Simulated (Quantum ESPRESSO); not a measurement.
# BAs: optical spectrum from first principles, part 2 of 3

Aim: the dielectric function of BAs, and the optical constants that follow from it.

Quantum ESPRESSO 7.5; DFT, PBE, plane waves with norm-conserving potentials (PseudoDojo), scalar-relativistic, independent-particle optical response without local fields and without the non-local commutator.

So far. Step 2 (Ground state): There is a gap, 1.21 eV on this mesh (points off the mesh can give less), so no carriers' term is needed.

## Step 3: Ground state with the final occupations

Level of this step: DFT, PBE, plane waves with norm-conserving potentials (PseudoDojo), scalar-relativistic, ground state (Quantum ESPRESSO).

The ground state once more, with the occupations that the first run showed to fit.

File scf.in:

```
&control
  calculation = 'scf'
  prefix = 'x'
  outdir = './tmp'
  pseudo_dir = './'
  verbosity = 'high'
/
&system
  ibrav = 0
  nat = 2
  ntyp = 2
  ecutwfc = 70
  occupations = 'fixed'
/
&electrons
  conv_thr = 1e-09
  electron_maxstep = 100
/
ATOMIC_SPECIES
  As 1.0 As.upf
  B 1.0 B.upf
CELL_PARAMETERS angstrom
  0.000000000000 2.388500000000 2.388500000000
  2.388500000000 0.000000000000 2.388500000000
  2.388500000000 2.388500000000 0.000000000000
ATOMIC_POSITIONS crystal
  As 0.750000000000 0.750000000000 0.750000000000
  B 0.000000000000 0.000000000000 0.000000000000
K_POINTS automatic
  8 8 8 0 0 0
```

Command:

```sh
mpirun -n 4 pw.x -nk 4 -in scf.in
```

The program printed:

```text
[banner, memory and clock lines left out]

     using ibrav=0 with symmetry is DISCOURAGED, use correct ibrav instead

     G-vector sticks info

     bravais-lattice index     =            0
     lattice parameter (alat)  =       6.3832  a.u.
     unit-cell volume          =     183.9087 (a.u.)^3
     number of atoms/cell      =            2
     number of atomic types    =            2
     number of electrons       =        18.00
     number of Kohn-Sham states=            9
     kinetic-energy cutoff     =      70.0000  Ry
     charge density cutoff     =     280.0000  Ry
     scf convergence threshold =      1.0E-09
     mixing beta               =       0.7000
     number of iterations used =            8  plain     mixing
     Exchange-correlation= PBE
                           (   1   4   3   4   0   0   0)

     celldm(1)=   6.383210  celldm(2)=   0.000000  celldm(3)=   0.000000
     celldm(4)=   0.000000  celldm(5)=   0.000000  celldm(6)=   0.000000

     crystal axes: (cart. coord. in units of alat)
               a(1) = (   0.000000   0.707107   0.707107 )
               a(2) = (   0.707107   0.000000   0.707107 )
               a(3) = (   0.707107   0.707107   0.000000 )

     reciprocal axes: (cart. coord. in units 2 pi/alat)
               b(1) = ( -0.707107  0.707107  0.707107 )
               b(2) = (  0.707107 -0.707107  0.707107 )
               b(3) = (  0.707107  0.707107 -0.707107 )

     ./As.upf
     Pseudo is Norm-conserving + core correction, Zval = 15.0
     Generated using ONCVPSP code by D. R. Hamann
     Using radial grid of 1358 points,  6 beta functions with:
                l(1) =   0
                l(2) =   0
                l(3) =   1
                l(4) =   1
                l(5) =   2
                l(6) =   2

     ./B.upf
     Pseudo is Norm-conserving + core correction, Zval =  3.0
     Generated using ONCVPSP code by D. R. Hamann
     Using radial grid of 1534 points,  4 beta functions with:
                l(1) =   0
                l(2) =   0
                l(3) =   1
                l(4) =   1

     atomic species   valence    mass     pseudopotential
     As               15.00     1.00000     As( 1.00)
     B                 3.00     1.00000     B ( 1.00)

     24 Sym. Ops. (no inversion) found

                                    s                        frac. trans.

     [... symmetry matrices left out ...]
   Cartesian axes

     site n.     atom                  positions (alat units)
         1        As     tau(   1) = (   1.0606602   1.0606602   1.0606602  )
         2        B      tau(   2) = (   0.0000000   0.0000000   0.0000000  )

   Crystallographic axes

     site n.     atom                  positions (cryst. coord.)
         1        As     tau(   1) = (  0.7500000  0.7500000  0.7500000  )
         2        B      tau(   2) = (  0.0000000  0.0000000  0.0000000  )

     number of k points=    29
                       cart. coord. in units 2pi/alat
        k(    1) = (   0.0000000   0.0000000   0.0000000), wk =   0.0039062
        k(    2) = (   0.0883883   0.0883883  -0.0883883), wk =   0.0312500
        k(    3) = (   0.1767767   0.1767767  -0.1767767), wk =   0.0312500
        k(    4) = (   0.2651650   0.2651650  -0.2651650), wk =   0.0312500
        k(    5) = (  -0.3535534  -0.3535534   0.3535534), wk =   0.0156250
        k(    6) = (   0.1767767   0.0000000   0.0000000), wk =   0.0234375
        k(    7) = (   0.2651650   0.0883883  -0.0883883), wk =   0.0937500
        k(    8) = (   0.3535534   0.1767767  -0.1767767), wk =   0.0937500
        k(    9) = (  -0.2651650  -0.4419417   0.4419417), wk =   0.0937500
        k(   10) = (  -0.1767767  -0.3535534   0.3535534), wk =   0.0937500
        k(   11) = (  -0.0883883  -0.2651650   0.2651650), wk =   0.0937500
        k(   12) = (   0.0000000  -0.1767767   0.1767767), wk =   0.0468750
        k(   13) = (   0.3535534   0.0000000   0.0000000), wk =   0.0234375
        k(   14) = (   0.4419417   0.0883883  -0.0883883), wk =   0.0937500
        k(   15) = (  -0.1767767  -0.5303301   0.5303301), wk =   0.0937500
        k(   16) = (  -0.0883883  -0.4419417   0.4419417), wk =   0.0937500
[...]
cryst. coord.
[...]
k(   22) = (   0.1250000   0.2500000   0.3750000), wk =   0.0937500
        k(   23) = (   0.1250000   0.2500000  -0.5000000), wk =   0.1875000
        k(   24) = (   0.1250000   0.2500000  -0.3750000), wk =   0.0937500
        k(   25) = (   0.1250000   0.3750000  -0.5000000), wk =   0.0937500
        k(   26) = (   0.1250000   0.3750000  -0.3750000), wk =   0.1875000
        k(   27) = (   0.1250000   0.3750000  -0.2500000), wk =   0.0937500
        k(   28) = (   0.1250000  -0.5000000  -0.3750000), wk =   0.0468750
        k(   29) = (   0.2500000  -0.5000000  -0.2500000), wk =   0.0234375

     Dense  grid:    14361 G-vectors     FFT dimensions: (  36,  36,  36)

     Initial potential from superposition of free atoms

     starting charge      17.9995, renormalised to      18.0000
     Starting wfcs are   13 randomized atomic wfcs

     Self-consistent Calculation

     iteration #  1     ecut=    70.00 Ry     beta= 0.70
     Davidson diagonalization with overlap

            44 MiB given to the printing process from OS
            15 MiB allocation reported by mallinfo(arena+hblkhd)
------------------
     ethr =  1.00E-02,  avg # of iterations =  2.0

     Threshold (ethr) on eigenvalues was too large:
     Diagonalizing with lowered threshold

     Davidson diagonalization with overlap

            46 MiB given to the printing process from OS
            16 MiB allocation reported by mallinfo(arena+hblkhd)
------------------
     ethr =  7.08E-04,  avg # of iterations =  2.0

     total energy              =    -217.97363624 Ry
     estimated scf accuracy    <       0.14040539 Ry

     iteration #  2     ecut=    70.00 Ry     beta= 0.70
     Davidson diagonalization with overlap

            51 MiB given to the printing process from OS
            19 MiB allocation reported by mallinfo(arena+hblkhd)
------------------
     ethr =  7.80E-04,  avg # of iterations =  3.5

     total energy              =    -218.00578178 Ry
     estimated scf accuracy    <       0.02802850 Ry

     iteration #  3     ecut=    70.00 Ry     beta= 0.70
     Davidson diagonalization with overlap

            51 MiB given to the printing process from OS
            19 MiB allocation reported by mallinfo(arena+hblkhd)
------------------
     ethr =  1.56E-04,  avg # of iterations =  2.6

     total energy              =    -218.01005192 Ry
     estimated scf accuracy    <       0.00064146 Ry

     iteration #  4     ecut=    70.00 Ry     beta= 0.70
     Davidson diagonalization with overlap

            52 MiB given to the printing process from OS
            19 MiB allocation reported by mallinfo(arena+hblkhd)
------------------
     ethr =  3.56E-06,  avg # of iterations =  4.5

     total energy              =    -218.01037435 Ry
     estimated scf accuracy    <       0.00077306 Ry

     iteration #  5     ecut=    70.00 Ry     beta= 0.70
     Davidson diagonalization with overlap

            53 MiB given to the printing process from OS
            20 MiB allocation reported by mallinfo(arena+hblkhd)
------------------
     ethr =  3.56E-06,  avg # of iterations =  3.4

     total energy              =    -218.01059099 Ry
     estimated scf accuracy    <       0.00008659 Ry

     iteration #  6     ecut=    70.00 Ry     beta= 0.70
     Davidson diagonalization with overlap

            53 MiB given to the printing process from OS
            20 MiB allocation reported by mallinfo(arena+hblkhd)
------------------
     ethr =  4.81E-07,  avg # of iterations =  2.9

     total energy              =    -218.01060902 Ry
     estimated scf accuracy    <       0.00000012 Ry

     iteration #  7     ecut=    70.00 Ry     beta= 0.70
     Davidson diagonalization with overlap

            54 MiB given to the printing process from OS
            21 MiB allocation reported by mallinfo(arena+hblkhd)
------------------
     ethr =  6.50E-10,  avg # of iterations =  5.1

     total energy              =    -218.01060947 Ry
     estimated scf accuracy    <       0.00000103 Ry

     iteration #  8     ecut=    70.00 Ry     beta= 0.70
     Davidson diagonalization with overlap

            54 MiB given to the printing process from OS
            21 MiB allocation reported by mallinfo(arena+hblkhd)
------------------
     ethr =  6.50E-10,  avg # of iterations =  4.6

     End of self-consistent calculation

          k = 0.0000 0.0000 0.0000 (  1837 PWs)   bands (ev):

   -24.5972 -24.5972 -24.5972 -24.5741 -24.5741  -4.0541  11.3445  11.3445
    11.3445

     occupation numbers
     1.0000   1.0000   1.0000   1.0000   1.0000   1.0000   1.0000   1.0000
     1.0000

          k = 0.0884 0.0884-0.0884 (  1829 PWs)   bands (ev):

   -24.5948 -24.5948 -24.5947 -24.5736 -24.5736  -3.7983   9.3830  10.9076
    10.9076

     occupation numbers
     1.0000   1.0000   1.0000   1.0000   1.0000   1.0000   1.0000   1.0000
     1.0000

          k = 0.1768 0.1768-0.1768 (  1829 PWs)   bands (ev):

   -24.5922 -24.5917 -24.5917 -24.5742 -24.5742  -3.0535   6.4126  10.1980
    10.1980

     occupation numbers
     1.0000   1.0000   1.0000   1.0000   1.0000   1.0000   1.0000   1.0000
     1.0000

          k = 0.2652 0.2652-0.2652 (  1838 PWs)   bands (ev):

   -24.5926 -24.5911 -24.5911 -24.5739 -24.5739  -1.9479   3.8352   9.6987
     9.6987

     occupation numbers
     1.0000   1.0000   1.0000   1.0000   1.0000   1.0000   1.0000   1.0000
     1.0000

          k =-0.3536-0.3536 0.3536 (  1802 PWs)   bands (ev):

   -24.5905 -24.5881 -24.5881 -24.5681 -24.5681  -1.1867   2.5688   9.5261
     9.5261

     occupation numbers
     1.0000   1.0000   1.0000   1.0000   1.0000   1.0000   1.0000   1.0000
     1.0000

     [... further k points left out ...]

     highest occupied level (ev):    11.3445

!    total energy              =    -218.01060967 Ry
     estimated scf accuracy    <          3.9E-10 Ry

     The total energy is the sum of the following terms:
     one-electron contribution =    -102.10753155 Ry
     hartree contribution      =      60.94984613 Ry
     xc contribution           =     -50.01080150 Ry
     ewald contribution        =    -126.84212275 Ry

     convergence has been achieved in   8 iterations

     XML data file, charge density, pseudopotentials, collected wavefunctions

                                        0.00s GPU  (     365 calls)
```

Wall time 2.8 s (4 MPI ranks of Arm Neoverse V2, shared host); peak memory 0.05 GiB.

## Step 4: Bands on the whole mesh, 12×12×12

At the fixed density, many empty bands are solved on the mesh of the response, since the spectrum sums over them.

This step: DFT, PBE, plane waves with norm-conserving potentials (PseudoDojo), scalar-relativistic, bands at fixed density (Quantum ESPRESSO 7.5).

nscf.in, as its differences from scf.in of step 3:

```diff
@@ -1,3 +1,3 @@
 &control
-  calculation = 'scf'
+  calculation = 'nscf'
   prefix = 'x'
@@ -5,3 +5,2 @@
   pseudo_dir = './'
-  verbosity = 'high'
 /
@@ -13,2 +12,5 @@
   occupations = 'fixed'
+  nbnd = 23
+  nosym = .true.
+  noinv = .true.
 /
@@ -17,2 +19,3 @@
   electron_maxstep = 100
+  diago_full_acc = .true.
 /
@@ -29,2 +32,2 @@
 K_POINTS automatic
-  8 8 8 0 0 0
+  12 12 12 0 0 0
```

Command:

```sh
mpirun -n 4 pw.x -nk 4 -in nscf.in
```

The program printed:

```text
[banner, memory and clock lines left out]

     Atomic positions and unit cell read from directory:

     G-vector sticks info

     bravais-lattice index     =            0
     lattice parameter (alat)  =       6.3832  a.u.
     unit-cell volume          =     183.9087 (a.u.)^3
     number of atoms/cell      =            2
     number of atomic types    =            2
     number of electrons       =        18.00
     number of Kohn-Sham states=           23
     kinetic-energy cutoff     =      70.0000  Ry
     charge density cutoff     =     280.0000  Ry
     Exchange-correlation= PBE
                           (   1   4   3   4   0   0   0)

     celldm(1)=   6.383210  celldm(2)=   0.000000  celldm(3)=   0.000000
     celldm(4)=   0.000000  celldm(5)=   0.000000  celldm(6)=   0.000000

     crystal axes: (cart. coord. in units of alat)
               a(1) = (   0.000000   0.707107   0.707107 )
               a(2) = (   0.707107   0.000000   0.707107 )
               a(3) = (   0.707107   0.707107   0.000000 )

     reciprocal axes: (cart. coord. in units 2 pi/alat)
               b(1) = ( -0.707107  0.707107  0.707107 )
               b(2) = (  0.707107 -0.707107  0.707107 )
               b(3) = (  0.707107  0.707107 -0.707107 )

     ./As.upf
     Pseudo is Norm-conserving + core correction, Zval = 15.0
     Generated using ONCVPSP code by D. R. Hamann
     Using radial grid of 1358 points,  6 beta functions with:
                l(1) =   0
                l(2) =   0
                l(3) =   1
                l(4) =   1
                l(5) =   2
                l(6) =   2

     ./B.upf
     Pseudo is Norm-conserving + core correction, Zval =  3.0
     Generated using ONCVPSP code by D. R. Hamann
     Using radial grid of 1534 points,  4 beta functions with:
                l(1) =   0
                l(2) =   0
                l(3) =   1
                l(4) =   1

     atomic species   valence    mass     pseudopotential
     As               15.00     1.00000     As( 1.00)
     B                 3.00     1.00000     B ( 1.00)

     No symmetry found

   Cartesian axes

     site n.     atom                  positions (alat units)
         1        As     tau(   1) = (   1.0606602   1.0606602   1.0606602  )
         2        B      tau(   2) = (   0.0000000   0.0000000   0.0000000  )

     number of k points=  1728

     Number of k-points >= 100: set verbosity='high' to print them.

     Dense  grid:    14361 G-vectors     FFT dimensions: (  36,  36,  36)

     The potential is recalculated from file :

     Starting wfcs are   13 randomized atomic wfcs +   10 random wfcs

     Band Structure Calculation
     Davidson diagonalization with overlap

     ethr =  5.56E-12,  avg # of iterations = 36.8

     End of band structure calculation

     Number of k-points >= 100: set verbosity='high' to print the bands.

     highest occupied, lowest unoccupied level (ev):    11.3445   12.5502

     XML data file, pseudopotentials, collected wavefunctions

                                        0.00s GPU  (   16613 calls)

[... left out ...]
ulation
     Davidson diagonalization with overlap

     ethr =  5.56E-12,  avg # of iterations = 36.8

     End of band structure calculation

     Number of k-points >= 100: set verbosity='high' to print the bands.

     highest occupied, lowest unoccupied level (ev):    11.3445   12.5502

     XML data file, pseudopotentials, collected wavefunctions

                                        0.00s GPU  (   16613 calls)
```

It took 3.3 min on 4 MPI ranks; peak memory 0.05 GiB.

(Part 2 of 3 ends here.)

[Machine, clock, banner and «Message from routine» lines are left out of the logs.]

[Logs are printed without paths, hosts, clocks, repeated set-up lines and the standing remarks that a program may print on its own settings, such as how far it seeks lower states.]

[Hosts, paths, dates, database ids (printed as entryN), source tags and the programs' standing remarks are cut or masked in the printed files.]
